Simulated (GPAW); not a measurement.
# H-GaAs-Cl chair monolayer: simulated STM images

What would a tunnelling microscope show on H-GaAs-Cl chair monolayer?

Method: GPAW, PAW setups; layer in a repeated cell with vacuum, relaxation of atoms and in-plane cell, in the first sound run; inputs show where later runs differ, in GPAW 26.7.0.

Report form: the programs' logs are mostly left out.

## 1. The starting structure

The cell holds 4 atoms: 1 Cl, 1 As, 1 Ga and 1 H. Cell: a = 3.977 Å, b = 3.977 Å, c = 20.543 Å, α = 90.0°, β = 90.0°, γ = 120.0°. Vacuum lies along c.

## 2. Relaxation

The atoms are relaxed first, since the surface dipole, and with it the work function, follows the positions of the outer layers.

Contents of run.py:

```python
import json
import numpy as np
from ase import Atoms
from ase.filters import FrechetCellFilter
from ase.optimize import BFGS
from gpaw import GPAW, PW

slab = Atoms(
    ['Cl', 'As', 'Ga', 'H'],
    positions=[
        [1.98825, 1.14792, 8.00000],
        [1.98825, 1.14792, 10.21000],
        [-0.00000, 2.29583, 11.01333],
        [-0.00000, 2.29583, 12.54333]],
    cell=[[3.9765, 0.0, 0.0], [-1.98825, 3.44375, 0.0], [0.0, 0.0, 20.5433]],
    pbc=[True, True, True])

slab.calc = GPAW(mode=PW(600), xc='PBE', kpts={'size': (9, 9, 1), 'gamma': True},
                 occupations={'name': 'fermi-dirac', 'width': 0.05}, nbands='200%',
                 convergence={'density': 1e-05}, maxiter=200,
                 symmetry={'tolerance': 1e-3}, txt='slab.txt')
result = {}
# The in-plane cell is free; stress needs a cell that repeats along all three vectors
path = []
opt = BFGS(FrechetCellFilter(slab, mask=[1, 1, 0, 0, 0, 1]), maxstep=0.2)
opt.attach(lambda: path.append((slab.get_potential_energy(), slab.positions.tolist(), slab.get_forces().tolist())))
result['relaxed'] = bool(opt.run(fmax=0.02, steps=45))
result['path'] = path
result['cell'] = slab.cell.tolist()
print('in-plane lattice', slab.cell.cellpar().round(4)[[0, 1, 5]])
energy = slab.get_potential_energy()
fermi = slab.calc.get_fermi_level()
v = slab.calc.get_electrostatic_potential().mean((0, 1)) - fermi
n = slab.calc.get_pseudo_density().mean((0, 1))
L = slab.cell[2, 2]
z = np.arange(len(v)) * L / len(v)
low, high = slab.positions[:, 2].min(), slab.positions[:, 2].max()
below, above = np.interp([low - 5.8, high + 5.8], z, v)
slopes = [np.interp(x, z, np.gradient(v, z)) for x in (low - 5.8, high + 5.8)]
eps = np.array([[slab.calc.get_eigenvalues(k, s) for k in range(len(slab.calc.get_ibz_k_points()))]
                for s in range(slab.calc.get_number_of_spins())]) - fermi
top, bottom = eps[eps < 0].max(), eps[eps > 0].min()
dipole = slab.get_dipole_moment()[2]
print(f'energy {energy:.4f} eV, Fermi level {fermi:.4f} eV, dipole {dipole:.5f} e A')
print(f'potential 5.8 A off the faces, from the Fermi level: lower {below:.4f} eV, upper {above:.4f} eV')
print(f'slope of the potential there: lower {slopes[0]:.5f}, upper {slopes[1]:.5f} eV/A')
print(f'nearest levels on the mesh: {top:.4f} and {bottom:.4f} eV')
print('magnetic moment', round(slab.get_magnetic_moment(), 3))
result.update(energy=energy, fermi=fermi, dipole=dipole, below=below, above=above, slopes=slopes, edges=[top, bottom],
              z=z.tolist(), v=v.tolist(), n=n.tolist(), positions=slab.positions.tolist(),
              forces=slab.get_forces(apply_constraint=False).tolist(), moments=slab.get_magnetic_moments().tolist())
json.dump(result, open('result.json', 'w'))
```

On the command line:

```sh
> OMP_NUM_THREADS=1 OPENBLAS_NUM_THREADS=1 python run.py
```

Wall time 5.3 min (1 thread of Arm Neoverse V2, shared host); peak memory 0.41 GiB.

Numbers from this step:

```
dipole along the normal                    : 0.06359 e·Å
levels nearest the Fermi level on the mesh : -0.6228, 0.5823 eV from the Fermi level
```

Electrostatic potential energy of an electron (without an applied field's), less the Fermi level, planar mean against z:

z (Å), electrostatic potential energy of an electron (without an applied field's), less the Fermi level, planar mean (eV) and a bar from the least value:
```
        0        5.3 ##############################
        1        5.3 ##############################
        2        5.4 ##############################
        3        5.4 ##############################
        4        5.4 ##############################
        5        5.5 ##############################
        6        5.5 ##############################
        7        4.7 ############################
        8       -7.9 ###
        9        2.7 ########################
       10       -9.5 
       11       -9.4 
       12        2.3 ########################
       13        4.2 ###########################
       14        5.0 #############################
       15        5.1 #############################
       16        5.1 #############################
       17        5.2 #############################
       18        5.2 #############################
       19        5.2 #############################
       20        5.3 ##############################
```

Pseudo valence density, planar mean against z:

```
z (Å)  pseudo valence density, planar mean (e/Å³)
  4.5                                      8.6e-6
  5.0                                      4.8e-5
  5.5                                      2.8e-4
  6.0                                     0.00162
  6.5                                     0.00980
  7.0                                      0.0595
  7.5                                       0.247
  8.0                                       0.309
  8.5                                       0.261
  9.0                                       0.124
  9.5                                       0.155
 10.0                                       0.203
 10.5                                       0.296
 11.0                                       0.120
 11.5                                       0.140
 12.0                                      0.0932
 12.5                                      0.0935
 13.0                                      0.0382
 13.5                                     0.00926
 14.0                                     0.00207
 14.5                                      4.6e-4
 15.0                                      9.9e-5
 15.5                                      2.1e-5
```

The relaxation lowered the energy of the cell by 0.113 eV (energies extrapolated to zero smearing; the optimiser's log prints free energies). The largest force left on a free atom is 0.0088 eV/Å.

## 3. Plane waves, PBE

The work function is the vacuum plateau of the electrostatic potential less the Fermi level; a dipole layer lets the two faces have plateaus of their own.

This step: GPAW, PAW setups; slab in vacuum (GPAW 26.7.0).

Contents of run.py:

```python
import json
import numpy as np
from ase import Atoms
from ase.dft.stm import STM
from gpaw import GPAW, PW

slab = Atoms(
    ['Cl', 'As', 'Ga', 'H'],
    positions=[
        [2.06317, 1.19117, 8.00000],
        [2.06317, 1.19117, 10.19261],
        [-0.00000, 2.38234, 10.96884],
        [-0.00000, 2.38234, 12.57093]],
    cell=[[4.12633, -0.0, 0.0], [-2.06317, 3.57351, 0.0], [0.0, 0.0, 20.5709]],
    pbc=[True, True, False])

slab.calc = GPAW(mode=PW(500), xc='PBE', kpts={'size': (9, 9, 1), 'gamma': True},
                 occupations={'name': 'fermi-dirac', 'width': 0.05}, nbands='200%',
                 convergence={'density': 1e-05}, maxiter=200,
                 poissonsolver={'dipolelayer': 'xy'},
                 symmetry={'tolerance': 1e-3}, txt='slab.txt')
result = {}
energy = slab.get_potential_energy()
fermi = slab.calc.get_fermi_level()
v = slab.calc.get_electrostatic_potential().mean((0, 1)) - fermi
n = slab.calc.get_pseudo_density().mean((0, 1))
L = slab.cell[2, 2]
z = np.arange(len(v)) * L / len(v)
low, high = slab.positions[:, 2].min(), slab.positions[:, 2].max()
below, above = np.interp([low - 5.8, high + 5.8], z, v)
slopes = [np.interp(x, z, np.gradient(v, z)) for x in (low - 5.8, high + 5.8)]
eps = np.array([[slab.calc.get_eigenvalues(k, s) for k in range(len(slab.calc.get_ibz_k_points()))]
                for s in range(slab.calc.get_number_of_spins())]) - fermi
top, bottom = eps[eps < 0].max(), eps[eps > 0].min()
dipole = slab.get_dipole_moment()[2]
print(f'energy {energy:.4f} eV, Fermi level {fermi:.4f} eV, dipole {dipole:.5f} e A')
print(f'potential 5.8 A off the faces, from the Fermi level: lower {below:.4f} eV, upper {above:.4f} eV')
print(f'slope of the potential there: lower {slopes[0]:.5f}, upper {slopes[1]:.5f} eV/A')
print(f'nearest levels on the mesh: {top:.4f} and {bottom:.4f} eV')
print('magnetic moment', round(slab.get_magnetic_moment(), 3))
result.update(energy=energy, fermi=fermi, dipole=dipole, below=below, above=above, slopes=slopes, edges=[top, bottom],
              z=z.tolist(), v=v.tolist(), n=n.tolist(), positions=slab.positions.tolist(),
              forces=slab.get_forces(apply_constraint=False).tolist(), moments=slab.get_magnetic_moments().tolist())

# Images need the states of the whole zone, up to time reversal
slab.calc = slab.calc.fixed_density(symmetry={'point_group': False}, txt='states.txt', nbands='290%',
                                    convergence={'bands': 'CBM+1.8'})
stm = STM(slab)
result['stm'] = []
for bias in [-2.0, -1.0, 1.5]:
    height = high + 3.0
    current = stm.get_averaged_current(bias, height)
    x, y, h = stm.scan(bias, current)
    i, f = divmod(height / L * stm.ldos.shape[2], 1)
    I = abs((1 - f) * stm.ldos[:, :, int(i)] + f * stm.ldos[:, :, int(i) + 1])
    print(f'bias {bias} V: mean current at 3.0 A {current:.4e}, corrugation {np.ptp(h):.4f} A')
    result['stm'].append(dict(bias=bias, current=current, h=(h - high).tolist(), I=I.tolist()))
json.dump(result, open('result.json', 'w'))
```

It took 85 s on 1 thread; peak memory 0.51 GiB.

Numbers from this step:

| Property | Result |
| --- | --- |
| dipole along the normal | 0.04854 e·Å |
| levels nearest the Fermi level on the mesh | -0.6210, 0.5805 eV from the Fermi level |
| upper work function | 4.982 eV |
| lower work function | 5.581 eV |
| corrugation -2 | 0.3447 Å |
| corrugation 1.5 | 0.2781 Å |
| upper ionisation energy | 5.603 eV |

The electrostatic potential energy of an electron (without an applied field's), less the Fermi level, planar mean by z:

z (Å), electrostatic potential energy of an electron (without an applied field's), less the Fermi level, planar mean (eV) and a bar from the least value:
```
        0        5.3 #############################
        1        5.6 ##############################
        2        5.6 ##############################
        3        5.6 ##############################
        4        5.6 ##############################
        5        5.6 ##############################
        6        5.6 ##############################
        7        4.7 ############################
        8       -8.0 ###
        9        2.7 ########################
       10       -9.7 
       11       -9.4 #
       12        2.4 ########################
       13        4.2 ###########################
       14        4.9 #############################
       15        5.0 #############################
       16        5.0 #############################
       17        5.0 #############################
       18        5.0 #############################
       19        5.0 #############################
       20        5.0 #############################
```

The pseudo valence density, planar mean oscillates, so the rows of the table below give means over windows of 1 Å about each position, cut where the curve ends. Its maxima inside the range that stand out by 2 % of the span (Å: e/Å³): 7.8: 0.323, 8.2: 0.320, 9.9: 0.211, 10.5: 0.304, 11.4: 0.142. Its minima: 8.0: 0.306, 9.1: 0.113, 10.1: 0.194, 11.0: 0.103.

Table of pseudo valence density, planar mean by z; means over each step:

```
z (Å)  pseudo valence density, planar mean (e/Å³)
    4                                      2.5e-6
    5                                      8.0e-5
    6                                     0.00289
    7                                      0.0886
    8                                       0.300
    9                                       0.154
   10                                       0.215
   11                                       0.173
   12                                       0.103
   13                                      0.0440
   14                                     0.00297
   15                                      1.4e-4
   16                                      7.0e-6
```

Tip height over the top atom over a1 and a2. Sample bias -2 V, constant current at the mean current 3.0 Å over the top atom.

Values in Å, 12 rows by 16 columns, each cell a mean:
```
2.86 2.88 2.93 2.96 3.01 3.03 3.06 3.07 3.06 3.05 3.02 3.00 2.95 2.91 2.87 2.86
2.90 2.94 2.99 3.03 3.08 3.11 3.13 3.13 3.11 3.09 3.04 3.00 2.95 2.91 2.88 2.88
2.95 2.99 3.04 3.10 3.14 3.16 3.17 3.16 3.13 3.10 3.04 3.00 2.94 2.90 2.90 2.90
2.99 3.03 3.10 3.14 3.17 3.18 3.18 3.16 3.12 3.08 3.02 2.98 2.92 2.91 2.91 2.94
3.02 3.07 3.13 3.15 3.17 3.18 3.16 3.14 3.09 3.03 2.98 2.93 2.90 2.90 2.92 2.96
3.03 3.08 3.12 3.14 3.15 3.14 3.12 3.08 3.02 2.99 2.93 2.89 2.89 2.89 2.93 2.98
3.02 3.05 3.09 3.11 3.10 3.08 3.04 3.01 2.97 2.92 2.87 2.86 2.86 2.88 2.94 2.98
3.01 3.02 3.03 3.04 3.03 3.01 2.98 2.94 2.90 2.87 2.84 2.84 2.86 2.88 2.93 2.97
2.96 2.98 2.98 2.98 2.96 2.94 2.91 2.89 2.88 2.86 2.85 2.86 2.88 2.89 2.91 2.94
2.91 2.91 2.92 2.91 2.91 2.91 2.90 2.89 2.89 2.88 2.88 2.88 2.89 2.90 2.91 2.90
2.87 2.87 2.88 2.89 2.90 2.91 2.92 2.93 2.94 2.95 2.93 2.92 2.91 2.90 2.89 2.89
2.85 2.86 2.88 2.90 2.94 2.97 2.99 3.00 3.01 3.00 2.99 2.97 2.93 2.90 2.88 2.86
```
Columns: a1 from 0 to 0.958; rows upwards: a2 from 0 to 0.958.

Local density of states summed over the bias window over a1 and a2. Sample bias -2 V, constant height 3.0 Å over the top atom.

Ten even steps from '0' (1.35 × 1e-6 arbitrary) to '9' (3.55 × 1e-6 arbitrary):
```
000112233444444332211000
001122345556555432211000
011223456677665432211000
112234567787765432211000
122346778888776432211001
123457889998875432111011
234567899998765432111111
235678999998765322111112
345678999987654321111112
345788999887543211000112
346778888776432210000122
345677877654322110001122
345667766543221100001122
345556555432211000001122
334444443322110000001122
233333332211100000001112
222222222110000000000112
122222111100000000000111
111111111100000000001111
111111111100111110011111
000000011111111111111000
000000111112222211111000
000001112222222222111000
000011122333333322111000
```
Columns: a1 from 0 to 0.958; rows upwards: a2 from 0 to 0.958.

Tip height over the top atom over a1 and a2. Sample bias 1.5 V, constant current at the mean current 3.0 Å over the top atom.

Ten even steps from '0' (2.83 Å) to '9' (3.11 Å):
```
666666666666666666666666
666666677777777766666666
666667777788777776666666
666677788888887776666656
666778889999888776665555
566778899999887766555555
567788999999887765554455
567789999999877655444445
567789999998776554333345
567889999988765443333344
567889999887654332222334
567788888776543221112234
567788887765432110011234
567778777654321000001234
567777776543210000001234
566777665543210000012345
566666655432100000012345
566666554332100000123345
666666554332110011233455
666665544332211122334455
666665544333222233344556
666655554443333344455556
666665555544444455555666
666666555555555555566666
```
Columns: a1 from 0 to 0.958; rows upwards: a2 from 0 to 0.958.

Local density of states summed over the bias window over a1 and a2. Sample bias 1.5 V, constant height 3.0 Å over the top atom.

Values in units of 1e-6 arbitrary, 12 rows by 16 columns, each cell a mean:
```
3.0 3.1 3.1 3.1 3.1 3.2 3.2 3.2 3.2 3.2 3.2 3.1 3.1 3.1 3.1 3.0
3.1 3.1 3.2 3.3 3.4 3.5 3.5 3.5 3.5 3.4 3.3 3.2 3.1 3.1 3.0 3.0
3.0 3.1 3.3 3.5 3.6 3.7 3.8 3.7 3.6 3.5 3.3 3.2 3.0 3.0 2.9 2.9
3.0 3.2 3.4 3.6 3.8 3.8 3.8 3.7 3.5 3.4 3.1 3.0 2.8 2.8 2.8 2.9
3.0 3.2 3.5 3.7 3.8 3.8 3.7 3.6 3.3 3.1 2.9 2.7 2.6 2.6 2.7 2.8
3.0 3.2 3.5 3.6 3.7 3.6 3.5 3.3 3.0 2.8 2.6 2.5 2.4 2.5 2.6 2.8
3.0 3.2 3.4 3.5 3.5 3.4 3.2 2.9 2.7 2.5 2.4 2.3 2.3 2.4 2.6 2.8
3.0 3.2 3.3 3.3 3.2 3.1 2.9 2.7 2.5 2.3 2.2 2.2 2.3 2.4 2.6 2.8
3.0 3.1 3.2 3.1 3.0 2.9 2.7 2.5 2.4 2.3 2.2 2.3 2.4 2.5 2.7 2.9
3.0 3.1 3.1 3.0 2.9 2.8 2.6 2.5 2.4 2.4 2.4 2.4 2.6 2.7 2.8 2.9
3.0 3.1 3.0 3.0 2.9 2.8 2.7 2.6 2.6 2.6 2.6 2.7 2.8 2.8 2.9 3.0
3.0 3.0 3.0 3.0 3.0 2.9 2.9 2.9 2.9 2.9 2.9 2.9 3.0 3.0 3.0 3.0
```
Columns: a1 from 0 to 0.958; rows upwards: a2 from 0 to 0.958.

The layer is gapped, so the Fermi level lies somewhere inside the gap, set by smearing and numerics, and these work functions are no property of the material; the band edges below the vacuum level are. The potential is flat to 7.0e-5 eV/Å where it is read, so the vacuum is wide enough. At -1 V the search found no usable constant-current contour near the set height, so the printed corrugation is no image; it is left out.

## 4. A changed run

One more run, with changed settings.

Changes to run.py since step 3:

```diff
@@ -3,3 +3,2 @@
 from ase import Atoms
-from ase.dft.stm import STM
 from gpaw import GPAW, PW
@@ -17,4 +16,4 @@
 slab.calc = GPAW(mode=PW(500), xc='PBE', kpts={'size': (9, 9, 1), 'gamma': True},
-                 occupations={'name': 'fermi-dirac', 'width': 0.05}, nbands='200%',
-                 convergence={'density': 1e-05}, maxiter=200,
+                 occupations={'name': 'fermi-dirac', 'width': 0.05}, nbands='100%',
+                 convergence={'density': 1e-05}, maxiter=100,
                  poissonsolver={'dipolelayer': 'xy'},
@@ -43,16 +42,2 @@
               forces=slab.get_forces(apply_constraint=False).tolist(), moments=slab.get_magnetic_moments().tolist())
-
-# Images need the states of the whole zone, up to time reversal
-slab.calc = slab.calc.fixed_density(symmetry={'point_group': False}, txt='states.txt', nbands='290%',
-                                    convergence={'bands': 'CBM+1.8'})
-stm = STM(slab)
-result['stm'] = []
-for bias in [-2.0, -1.0, 1.5]:
-    height = high + 3.0
-    current = stm.get_averaged_current(bias, height)
-    x, y, h = stm.scan(bias, current)
-    i, f = divmod(height / L * stm.ldos.shape[2], 1)
-    I = abs((1 - f) * stm.ldos[:, :, int(i)] + f * stm.ldos[:, :, int(i) + 1])
-    print(f'bias {bias} V: mean current at 3.0 A {current:.4e}, corrugation {np.ptp(h):.4f} A')
-    result['stm'].append(dict(bias=bias, current=current, h=(h - high).tolist(), I=I.tolist()))
 json.dump(result, open('result.json', 'w'))
```

It took 16 s on 1 thread; peak memory 0.26 GiB.

The run ended with an error.

The program's message: “ValueError: zero-size array to reduction operation minimum which has no identity”

The change that led to it: nbands = "100 % of the filled bands".

## 5. Results

| Property | Result |
| --- | --- |
| work function, upper and lower face (Fermi level placed in the gap by the smearing) | 4.982 and 5.581 eV |
| ionisation energy from the upper face (highest filled level on the mesh) | 5.60 eV |
| electron affinity from the upper face (lowest empty Kohn-Sham level on the mesh) | 4.40 eV |
| dipole along the normal | 0.0485 e Å |
| corrugation at -2 V | 0.345 Å |
| corrugation at 1.5 V | 0.278 Å |

The corrugation at constant current is largest at -2 V, where the tip height varies by 0.34 Å over the cell. Negative sample bias images filled states, positive bias empty ones. The two faces differ by 0.60 eV, the step that the slab's dipole makes (e p/(ε0 A) gives 0.60 eV), so the dipole layer is needed. The levels nearest the Fermi level on the mesh lie 1.20 eV apart, so the slab is gapped there: the smearing puts the Fermi level inside the gap, and from either face the ionisation energy is the work function plus 0.62 eV. Both are Kohn-Sham levels on the mesh, and semilocal gaps are too small, so the affinity tends to come out too large and the ionisation energy too small. The images are of Tersoff-Hamann type: an s-wave tip, no tip-sample forces, heights closer than in a microscope. The starting lattice was a guess from atomic radii; the relaxation moved it by 4 %. The relaxation of atoms and cell ran in a fully periodic cell without the dipole layer, so the atoms of this polar layer felt a small spurious field. Biases count from a Fermi level whose place in the gap is arbitrary, so only their reach past the band edges has a meaning. The layer's cell and atoms come from the relaxation; spin-orbit coupling and temperature are left out.

[Logs are printed without paths, hosts, clocks, repeated set-up lines and the standing remarks that a program may print on its own settings, such as how far it seeks lower states.]

[Hosts, paths, dates, database ids (printed as entryN), source tags and the programs' standing remarks are cut or masked in the printed files.]
